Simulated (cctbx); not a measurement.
**A crystallographic session in cctbx: MgCr2I12**

Library: cctbx 2025.11. The data are simulated by the first script.

## 1. Simulate the data

run.py:

```python
from cctbx import adptbx, crystal, miller, sgtbx, xray
from cctbx.array_family import flex
from iotbx.shelx import hklf
from scitbx import matrix
import scitbx.random

cs = crystal.symmetry(unit_cell=(7.567, 7.965, 12.789, 74.01, 89.17, 61.79), space_group_symbol='Hall: -P 1')  # P-1
atoms = [  # label, site, U (iso, or U11 U22 U33 U12 U13 U23 in A^2), occupancy
    ("I1", (0.949, 0.244, 0.0749), (0.0154, 0.0154, 0.0182, -0.0067, 0.0061, -0.0027), 1),
    ("I2", (0.4636, 0.2336, 0.5755), (0.0257, 0.0239, 0.0233, -0.0117, 0.0035, -0.0101), 1),
    ("I3", (0.5738, 0.7678, 0.8054), (0.0136, 0.0136, 0.0121, -0.0065, 0.0023, -0.0041), 1),
    ("I4", (0.077, 0.7655, 0.2994), (0.0135, 0.0193, 0.0129, -0.0089, -0.0031, 0.0010), 1),
    ("I5", (0.489, 0.7599, 0.1352), (0.0265, 0.0221, 0.0145, -0.0145, 0.0066, -0.0068), 1),
    ("I6", (0.9988, 0.7751, 0.6384), (0.0239, 0.0149, 0.0214, -0.0111, -0.0056, -0.0011), 1),
    ("Cr1", (0.2552, 0.9877, 0.2621), (0.0137, 0.0154, 0.0139, -0.0070, 0.0020, -0.0048), 1),
    ("Mg1", (0.5, 0.5, 0), (0.0250, 0.0329, 0.0306, -0.0120, 0.0026, -0.0094), 1),
]
xs = xray.structure(crystal_symmetry=cs)
for label, site, u, occ in atoms:
    u = adptbx.u_cif_as_u_star(cs.unit_cell(), u) if isinstance(u, tuple) else u
    xs.add_scatterer(xray.scatterer(label, site=site, u=u, occupancy=occ))
xs.set_inelastic_form_factors(0.56087, "sasaki")
xs.show_summary()
p1 = xs.expand_to_p1()
ms = miller.build_set(p1, anomalous_flag=True, d_min=0.7)
flex.set_random_seed(903716)
scitbx.random.set_random_seed(903716)
ms = ms.select(flex.random_double(ms.size()) < 0.7)
i = ms.structure_factors_from_scatterers(p1, algorithm="direct").f_calc().as_intensity_array().data()
i = i * 20000 / flex.max(i)
sig = flex.sqrt(i + flex.pow2(0.02 * i) + 2 ** 2)
noise = scitbx.random.variate(scitbx.random.normal_distribution())(i.size())
data = ms.array(data=i + sig * noise, sigmas=sig).set_observation_type_xray_intensity()
with open("data.hkl", "w") as f:
    data.export_as_shelx_hklf(f)
print("reflections written:", data.size(), " <I/sigma> = %.1f" % flex.mean(data.data() / data.sigmas()))
for h, a, b in list(data.sort("data"))[:12]:
    print("%4d%4d%4d %9.1f %7.1f" % (h + (a, b)))
```

```console
$ python run.py
```

```text
Number of scatterers: 8
At special positions: 1
Unit cell: (7.567, 7.965, 12.789, 74.01, 89.17, 61.79)
Space group: P -1 (No. 2)
reflections written: 5529  <I/sigma> = 11.3
   0   2   0   20381.8   424.3
   0  -2   0   20101.2   424.3
  -1   0  -3   16961.8   347.6
   1   0   3   16144.9   347.6
   1  -1  -3   15940.8   338.4
  -2  -2   0   15313.0   326.4
   1   1  -3   14798.9   323.7
   2   0   0   14498.3   305.8
  -1  -2  -3   14430.3   311.7
  -2   0   0   13862.4   305.8
  -3  -2  -3   13348.2   284.0
  -1  -3   3   13161.1   307.1
```

Run time: 0.24 s on 1 thread of Intel(R) Xeon(R) CPU @ 2.60GHz (Ice Lake) (shared host), peak memory 0.07 GiB.

## 2. Symmetry

run.py:

```python
from cctbx import crystal, sgtbx, statistics
from cctbx.array_family import flex
from iotbx.shelx import hklf

p1 = crystal.symmetry(unit_cell=(7.567, 7.965, 12.789, 74.01, 89.17, 61.79), space_group_symbol="P 1")
raw = hklf.reader(file_name="data.hkl").as_miller_arrays(crystal_symmetry=p1, anomalous=True)[0]
print(raw.size(), "reflections to d = %.3f A" % raw.d_min())
isig = raw.data() / raw.sigmas()
print("centring   violations  <I/sigma> of those")
best = "P"
for c in "ABCIRF":
    a = raw.customized_copy(space_group_info=sgtbx.space_group_info("Hall: %s 1" % c)).sys_absent_flags().data()
    m = flex.mean(isig.select(a))
    print("%5s %10d of %5d %8.1f" % (c, (isig.select(a) > 4).count(True), a.count(True), m))
    if (isig.select(a) > 4).count(True) < 0.01 * a.count(True):
        best = c
raw = raw.select(~raw.customized_copy(space_group_info=sgtbx.space_group_info("Hall: %s 1" % best)).sys_absent_flags().data())
isig = raw.data() / raw.sigmas()
rows = []
for s in sgtbx.space_group_symbol_iterator():
    g = sgtbx.space_group(s)
    if g.conventional_centring_type_symbol() != best or not g.is_compatible_unit_cell(p1.unit_cell(), 1e-3, 0.02):
        continue
    rows.append((s, g))
print("Laue class    unique    Rint  (classes that these axes allow; Friedel mates merged)")
rint = {}
for s, g in rows:
    laue = g.build_derived_patterson_group()
    key = laue.type().hall_symbol()
    if key not in rint:
        m = raw.customized_copy(space_group_info=laue.info(), anomalous_flag=False).merge_equivalents()
        rint[key] = m.r_int()
        print("%-14s %6d %7.3f" % (laue.type().lookup_symbol(), m.array().size(), m.r_int()))
floor = min(rint.values())
good = [(s, g) for s, g in rows if rint[g.build_derived_patterson_group().type().hall_symbol()] < 2 * floor + 0.03]
top = max(g.build_derived_patterson_group().order_z() for s, g in good)
print("space group    extra absences  I>4sigma  <I/sigma>")
for s, g in good:
    laue = g.build_derived_patterson_group()
    if laue.order_z() != top:
        continue
    a = raw.customized_copy(space_group_info=g.info()).sys_absent_flags().data()
    a &= ~raw.customized_copy(space_group_info=laue.info()).sys_absent_flags().data()
    bad = (isig.select(a) > 4).count(True)
    if bad <= 0.03 * a.count(True):
        print("%-16s %8d %10d %9s  %s" % (s.universal_hermann_mauguin(), a.count(True), bad, "%.1f" % flex.mean(isig.select(a)) if a.count(True) else "-", "centric" if g.is_centric() else "acentric"))
laue = max(good, key=lambda t: t[1].build_derived_patterson_group().order_z())[1].build_derived_patterson_group()
f = raw.customized_copy(space_group_info=laue.info(), anomalous_flag=False).merge_equivalents().array().eliminate_sys_absent().f_sq_as_f()
f.set_observation_type_xray_amplitude()
bins = max(3, min(8, f.size() // 12))
f.setup_binner(n_bins=bins)
w = statistics.wilson_plot(f, {e: n / laue.order_z() for e, n in {'I': 12.0, 'Cr': 2.0, 'Mg': 1.0}.items()}, e_statistics=True)
print("Wilson B = %.2f A^2   <|E^2-1|> = %.3f (0.968 centric, 0.736 acentric)   E^2>4: %.1f %%" % (w.wilson_b, w.mean_e_sq_minus_1, w.percent_e_sq_gt_2))
print("shell (A)         n   <I/sigma>")
m = raw.customized_copy(space_group_info=laue.info(), anomalous_flag=False).merge_equivalents().array().eliminate_sys_absent()
for b in m.setup_binner(n_bins=bins).range_used():
    sel = m.binner().selection(b)
    print("%5.2f - %4.2f %6d %8.1f" % (min(m.binner().bin_d_range(b)[0] if m.binner().bin_d_range(b)[0] > 0 else 99, 99), m.binner().bin_d_range(b)[1], sel.count(True), flex.mean((m.data() / m.sigmas()).select(sel))))
```

```console
$ python run.py
```

```text
5529 reflections to d = 0.700 A
centring   violations  <I/sigma> of those
    A       1968 of  2752     11.4
    B       1548 of  2719      5.2
    C       2032 of  2787     11.4
    I       1993 of  2800     11.2
    R       2698 of  3696     11.5
    F       2774 of  4129      9.4
Laue class    unique    Rint  (classes that these axes allow; Friedel mates merged)
P -1             3600   0.024
space group    extra absences  I>4sigma  <I/sigma>
P 1                     0          0         -  acentric
P -1                    0          0         -  centric
Wilson B = 1.41 A^2   <|E^2-1|> = 1.171 (0.968 centric, 0.736 acentric)   E^2>4: 7.3 %
shell (A)         n   <I/sigma>
12.18 - 1.40    449     18.6
 1.40 - 1.11    437     17.3
 1.11 - 0.97    462     13.8
 0.97 - 0.88    430     12.7
 0.88 - 0.82    472     11.9
 0.82 - 0.77    459     10.4
 0.77 - 0.73    443      9.4
 0.73 - 0.70    448      9.6
```

Time: 0.32 s.

## 3. Charge flipping

run.py:

```python
import itertools
from cctbx import crystal, maptbx
from cctbx.array_family import flex
from iotbx.shelx import hklf
from smtbx.ab_initio import charge_flipping as cf

cs = crystal.symmetry(unit_cell=(7.567, 7.965, 12.789, 74.01, 89.17, 61.79), space_group_symbol='Hall: -P 1')  # P-1
raw = hklf.reader(file_name="data.hkl").as_miller_arrays(crystal_symmetry=cs, anomalous=True)[0]
merged = raw.eliminate_sys_absent().merge_equivalents()
fo2 = merged.array().set_observation_type_xray_intensity()
f = fo2.average_bijvoet_mates().f_sq_as_f().resolution_filter(d_min=0.8)
p1 = f.expand_to_p1()
work = p1
flex.set_random_seed(9505)
it = cf.weak_reflection_improved_iterator(delta=None, weak_reflection_fraction=0.2)
it.start(work, phases=flex.random_double(p1.size()) * 6.2832, f_000=0)
it.delta = 1.1 * it.rho_map.sigma()
print("cycle      R  skewness")
for n, st in enumerate(itertools.islice(it, 100)):
    if n % 8 == 0:
        print("%5d %6.3f %8.2f" % (n, st.r1_factor(), st.rho_map.skewness()))
rho = p1.phase_transfer(it.f_calc).fft_map().apply_volume_scaling()
polish = cf.low_density_elimination_iterator(constant_rho_c=rho.sigma())
polish.start(f_obs=p1, phases=it.f_calc, f_000=0)
for _ in range(8):
    next(polish)
print("origin shift          correlation  skewness")
maps = []
for fc, shift, cc in itertools.islice(cf.f_calc_symmetrisations(f, polish.f_calc, 0), 4):
    m = f.phase_transfer(fc).fft_map(symmetry_flags=maptbx.use_space_group_symmetry, resolution_factor=0.25).apply_sigma_scaling()
    maps.append((m.skewness(), cc, m))
    print("%6.3f %6.3f %6.3f %10.3f %9.2f" % (tuple(shift) + (cc, m.skewness())))
skew, cc, m = max((t for t in maps if t[1] > maps[0][1] - 0.04), key=lambda t: t[0])
print("taken: symmetry correlation %.3f, skewness %.2f" % (cc, skew))
peaks = m.peak_search(parameters=maptbx.peak_search_parameters(min_distance_sym_equiv=0.9, max_clusters=13)).all()
sps = cs.special_position_settings(min_distance_sym_equiv=0.5)
print("peak      x       y       z  mult  height/sigma")
for k, (x, h) in enumerate(zip(peaks.sites(), peaks.heights())):
    ss = sps.site_symmetry(x)
    print("Q%-3d %7.4f %7.4f %7.4f %4d %8.1f" % ((k + 1,) + tuple(t % 1 for t in ss.exact_site()) + (ss.multiplicity(), h)))
```

```console
$ python run.py
```

```text
cycle      R  skewness
    0  0.604     0.42
    8  0.512     2.29
   16  0.464     4.06
   24  0.434     3.95
   32  0.433     3.88
   40  0.433     3.97
   48  0.401     4.03
   56  0.398     3.96
   64  0.406     4.02
   72  0.397     3.83
   80  0.399     3.80
   88  0.400     3.73
   96  0.395     3.63
origin shift          correlation  skewness
 0.073  0.464  0.135      0.930      3.27
 0.401  0.217  0.003      0.918      2.85
 0.323  0.464  0.385      0.930      3.30
 0.151  0.217  0.253      0.918      2.86
taken: symmetry correlation 0.930, skewness 3.30
peak      x       y       z  mult  height/sigma
Q1    0.4273  0.2680  0.8849    2     16.1
Q2    0.0744  0.7300  0.6181    2     15.6
Q3    0.4951  0.8164  0.8236    2      7.5
Q4    0.4519  0.8049  0.4431    2      7.4
Q5    0.0011  0.2135  0.6719    2      7.3
Q6    0.0485  0.7182  0.2447    2      7.0
Q7    0.4406  0.2869  0.2534    2      6.4
Q8    0.0419  0.1993  0.0565    2      5.8
Q9    0.4063  0.2524  0.5100    2      4.8
Q10   0.0948  0.3832  0.9627    2      4.3
Q11   0.1415  0.7137  0.9117    2      4.3
Q12   0.0240  0.8403  0.0015    2      4.2
Q13   0.4036  0.6064  0.5414    2      4.2
```

Time: 0.43 s.

## 4. Refinement (model from the peaks)

run.py:

```python
import math
from cctbx import adptbx, crystal, maptbx, sgtbx, xray
from cctbx.array_family import flex
from cctbx.xray import observations
from iotbx.shelx import hklf
from scitbx.lstbx import normal_eqns_solving
from smtbx import absolute_structure, utils
from smtbx.refinement import constraints, least_squares

cs = crystal.symmetry(unit_cell=(7.567, 7.965, 12.789, 74.01, 89.17, 61.79), space_group_symbol='Hall: -P 1')  # P-1
atoms = [  # label, site, U (iso, or U11 U22 U33 U12 U13 U23 in A^2), occupancy
    ("I1", (0.4273, 0.268, 0.8849), 0.0200, 1),
    ("I2", (0.0744, 0.73, 0.6181), 0.0200, 1),
    ("I3", (0.4951, 0.8164, 0.8236), 0.0200, 1),
    ("I4", (0.4519, 0.8049, 0.4431), 0.0200, 1),
    ("I5", (0.0011, 0.2135, 0.6719), 0.0200, 1),
    ("I6", (0.0485, 0.7182, 0.2447), 0.0200, 1),
    ("Cr1", (0.4406, 0.2869, 0.2534), 0.0200, 1),
]
xs = xray.structure(crystal_symmetry=cs)
for label, site, u, occ in atoms:
    u = adptbx.u_cif_as_u_star(cs.unit_cell(), u) if isinstance(u, tuple) else u
    xs.add_scatterer(xray.scatterer(label, site=site, u=u, occupancy=occ))
xs.set_inelastic_form_factors(0.56087, "sasaki")
raw = hklf.reader(file_name="data.hkl").as_miller_arrays(crystal_symmetry=cs, anomalous=True)[0]
merged = raw.eliminate_sys_absent().merge_equivalents()
fo2 = merged.array().set_observation_type_xray_intensity()
print("Rint %.3f, %d unique reflections to %.2f A" % (merged.r_int(), fo2.size(), fo2.d_min()))
for sc in xs.scatterers():
    sc.flags.set_grad_site(True)
    sc.flags.set_grad_u_aniso(sc.flags.use_u_aniso())
    sc.flags.set_grad_u_iso(sc.flags.use_u_iso())
obs = fo2.as_xray_observations()
extra = {}
rep = constraints.reparametrisation(xs, [], utils.connectivity_table(xs), **extra)
ls = least_squares.crystallographic_ls(obs, rep, weighting_scheme=least_squares.mainstream_shelx_weighting(a=0, b=0))
print("cycle     R1     wR2    GooF  max shift (A)")
for cycle in range(6):
    ls.build_up()
    r1, wr2, goof = ls.r1_factor(cutoff_factor=2)[0], ls.wR2(), ls.goof()
    old = xs.sites_cart()
    normal_eqns_solving.levenberg_marquardt_iterations(ls, n_max_iterations=3, tau=0.0001, step_threshold=1e-7)
    big = flex.max((xs.sites_cart() - old).norms())
    print("%4d %7.4f %7.4f %7.3f %9.5f" % (cycle + 1, r1, wr2, goof, big))
    ls.build_up(objective_only=True)
    if abs(ls.wR2() - wr2) < 5e-5 and big < 5e-4:
        break
ls.build_up()
print("final R1 %.4f wR2 %.4f GooF %.3f  parameters %d  data/parameter %.1f" % (ls.r1_factor(cutoff_factor=2)[0], ls.wR2(), ls.goof(), ls.n_parameters, fo2.size() / ls.n_parameters))
cov = ls.covariance_matrix_and_annotations()
su = dict(zip(cov.annotations, (math.sqrt(max(v, 0)) for v in cov.matrix.matrix_packed_u_diagonal())))
a2 = cs.unit_cell().reciprocal_parameters()[0] ** -2
print("atom        x        y        z      Ueq    occ   su(xyz)  su(Uiso or U11)")
for sc in xs.scatterers():
    s = max(su.get(sc.label + k, 0) for k in (".x", ".y", ".z"))
    npd = "" if sc.is_positive_definite_u(cs.unit_cell()) else "  NPD"
    print("%-5s %8.5f %8.5f %8.5f %8.4f %6.3f %8.5f %7.4f%s" % ((sc.label,) + sc.site + (sc.u_iso_or_equiv(cs.unit_cell()), sc.occupancy, s, su.get(sc.label + ".uiso", su.get(sc.label + ".u11", 0) * a2), npd)))
fo = fo2.f_sq_as_f()
fc = fo.structure_factors_from_scatterers(xs, algorithm="direct").f_calc()
diff = fo.f_obs_minus_f_calc(1 / math.sqrt(ls.scale_factor()), fc).average_bijvoet_mates()
m = diff.fft_map(symmetry_flags=maptbx.use_space_group_symmetry, resolution_factor=0.25).apply_volume_scaling()
print("difference map: max %.2f min %.2f rms %.2f" % (m.statistics().max(), m.statistics().min(), m.statistics().sigma()))
peaks = m.peak_search(parameters=maptbx.peak_search_parameters(min_distance_sym_equiv=0.6, max_clusters=6)).all()
near = xs.closest_distances(peaks.sites(), distance_cutoff=4)
sps = cs.special_position_settings(min_distance_sym_equiv=0.5)
for k, (x, h) in enumerate(zip(peaks.sites(), peaks.heights())):
    ss = sps.site_symmetry(x)
    print("Q%-3d %7.4f %7.4f %7.4f %4d %7.2f  %.2f A from %s" % ((k + 1,) + tuple(t % 1 for t in ss.exact_site()) + (ss.multiplicity(), h, near.smallest_distances[k], xs.scatterers()[near.i_seqs[k]].label)))
```

```console
$ python run.py
```

```text
Rint 0.024, 3600 unique reflections to 0.70 A
cycle     R1     wR2    GooF  max shift (A)
   1  0.8122  0.9756  17.654   0.29020
   2  0.6040  0.8939  16.176   0.02609
   3  0.6889  0.9345  16.910   0.03090
   4  0.6993  0.9383  16.979   0.01414
   5  0.6176  0.8991  16.269   0.01628
   6  0.6205  0.9001  16.288   0.02490
final R1 0.6274 wR2 0.9028 GooF 16.337  parameters 28  data/parameter 128.6
atom        x        y        z      Ueq    occ   su(xyz)  su(Uiso or U11)
I1     0.43966  0.23580  0.88538   0.0001  1.000  0.00153  0.0023
I2     0.06069  0.76162  0.61359   0.0001  1.000  0.00159  0.0023
I3     0.51291  0.77290  0.82585   0.0053  1.000  0.00202  0.0024
I4     0.47952  0.76619  0.44922   0.0001  1.000  0.00205  0.0021
I5    -0.01000  0.23170  0.67351   0.0001  1.000  0.00178  0.0021
I6     0.03014  0.75913  0.23488   0.0263  1.000  0.00283  0.0041
Cr1    0.47291  0.24508  0.26226   0.0001  1.000  0.00411  0.0046
difference map: max 463.73 min -97.76 rms 19.09
Q1    0.0608  0.7616  0.6140    2  470.96  0.01 A from I2
Q2    0.4389  0.2355  0.8854    2  449.12  0.01 A from I1
Q3    0.4839  0.7612  0.4504    2  257.91  0.04 A from I4
Q4    0.9942  0.2261  0.6774    2  232.16  0.05 A from I5
Q5    0.4902  0.2274  0.1768    2  196.23  0.04 A from I3
Q6    0.0207  0.2361  0.0503    2  162.11  3.66 A from I6
```

Time: 0.58 s.

Figures of merit this high mean that the model is still wrong or incomplete.

## 5. Charge flipping

run.py, as its changes from the last script of this kind:

```diff
@@ -13,2 +13,3 @@
-work = p1
-flex.set_random_seed(9505)
+p1.setup_binner_counting_sorted(reflections_per_bin=max(40, p1.size() // 12))
+work = p1.array(data=p1.data() / p1.amplitude_quasi_normalisations().data())
+flex.set_random_seed(9506)
@@ -19,2 +20,2 @@
-for n, st in enumerate(itertools.islice(it, 100)):
-    if n % 8 == 0:
+for n, st in enumerate(itertools.islice(it, 200)):
+    if n % 16 == 0:
```

```console
$ python run.py
```

```text
cycle      R  skewness
    0  0.600     0.25
   16  0.521     1.36
   32  0.558     1.59
   48  0.529     1.69
   64  0.527     1.77
   80  0.547     1.98
   96  0.537     2.10
  112  0.525     3.21
  128  0.519     3.31
  144  0.526     3.50
  160  0.528     3.28
  176  0.513     3.37
  192  0.534     3.13
origin shift          correlation  skewness
 0.400  0.203  0.072      0.892      1.84
 0.368  0.212  0.244      0.886      1.79
 0.085  0.226  0.488      0.889      1.93
 0.150  0.203  0.322      0.892      1.86
taken: symmetry correlation 0.889, skewness 1.93
peak      x       y       z  mult  height/sigma
Q1    0.3482  0.9274  0.3781    2     10.6
Q2    0.1462  0.0774  0.1239    2     10.1
Q3    0.4883  0.4233  0.6155    2      8.3
Q4    0.0801  0.5744  0.5521    2      7.8
Q5    0.1968  0.4557  0.5945    2      6.7
Q6    0.4107  0.4471  0.9372    2      6.1
Q7    0.9867  0.4298  0.1203    2      6.1
Q8    0.3793  0.2158  0.7425    2      6.0
Q9    0.3451  0.9006  0.0095    2      5.4
Q10   0.1669  0.0914  0.4886    2      5.3
Q11   0.1151  0.7763  0.7553    2      5.2
Q12   0.0422  0.5662  0.2622    2      5.2
Q13   0.2693  0.9509  0.7006    2      5.1
```

Time: 0.48 s.

## 6. Refinement (model from the peaks)

run.py, as its changes from the last script of this kind:

```diff
@@ -12,7 +12,7 @@
-    ("I1", (0.4273, 0.268, 0.8849), 0.0200, 1),
-    ("I2", (0.0744, 0.73, 0.6181), 0.0200, 1),
-    ("I3", (0.4951, 0.8164, 0.8236), 0.0200, 1),
-    ("I4", (0.4519, 0.8049, 0.4431), 0.0200, 1),
-    ("I5", (0.0011, 0.2135, 0.6719), 0.0200, 1),
-    ("I6", (0.0485, 0.7182, 0.2447), 0.0200, 1),
-    ("Cr1", (0.4406, 0.2869, 0.2534), 0.0200, 1),
+    ("I1", (0.3482, 0.9274, 0.3781), 0.0200, 1),
+    ("I2", (0.1462, 0.0774, 0.1239), 0.0200, 1),
+    ("I3", (0.4883, 0.4233, 0.6155), 0.0200, 1),
+    ("I4", (0.0801, 0.5744, 0.5521), 0.0200, 1),
+    ("I5", (0.4107, 0.4471, 0.9372), 0.0200, 1),
+    ("I6", (0.9867, 0.4298, 0.1203), 0.0200, 1),
+    ("Cr1", (0.3793, 0.2158, 0.7425), 0.0200, 1),
```

```console
$ python run.py
```

```text
Rint 0.024, 3600 unique reflections to 0.70 A
cycle     R1     wR2    GooF  max shift (A)
   1  0.8257  0.9764  17.669   0.64302
   2  0.7577  0.9597  17.366   0.21510
   3  0.7531  0.9574  17.324   0.05283
   4  0.7524  0.9570  17.317   0.03025
   5  0.7518  0.9568  17.314   0.01456
   6  0.7513  0.9567  17.312   0.01228
final R1 0.7507 wR2 0.9566 GooF 17.310  parameters 28  data/parameter 128.6
atom        x        y        z      Ueq    occ   su(xyz)  su(Uiso or U11)
I1     0.33716  0.92598  0.37188   0.0001  1.000  0.00348  0.0044
I2     0.13960  0.10893  0.12470   0.0126  1.000  0.00471  0.0062
I3     0.46931  0.43871  0.59595   0.0047  1.000  0.00395  0.0050
I4     0.09936  0.58034  0.55555   0.0044  1.000  0.00408  0.0049
I5     0.40206  0.44332  0.94593   0.0001  1.000  0.00355  0.0045
I6     0.96939  0.44231  0.10678   0.0001  1.000  0.00368  0.0044
Cr1    0.39151  0.29040  0.71792   0.0001  1.000  0.00939  0.0098
difference map: max 576.39 min -277.39 rms 36.72
Q1    0.0291  0.5615  0.8939    2  599.75  0.03 A from I6
Q2    0.4718  0.4376  0.6010    2  567.64  0.06 A from I3
Q3    0.3479  0.9140  0.3759    2  562.40  0.09 A from I1
Q4    0.4007  0.4428  0.9396    2  527.57  0.08 A from I5
Q5    0.1078  0.5656  0.5611    2  519.96  0.11 A from I4
Q6    0.1448  0.0928  0.1243    2  510.76  0.12 A from I2
```

Run time: 0.61 s on 1 thread of Intel(R) Xeon(R) CPU @ 2.60GHz (Ice Lake), on a shared host, peak memory 0.09 GiB.

Figures of merit this high mean that the model is still wrong or incomplete.

[Logs are printed without paths, hosts, clocks, repeated set-up lines and the standing remarks that a program may print on its own settings, such as how far it seeks lower states.]
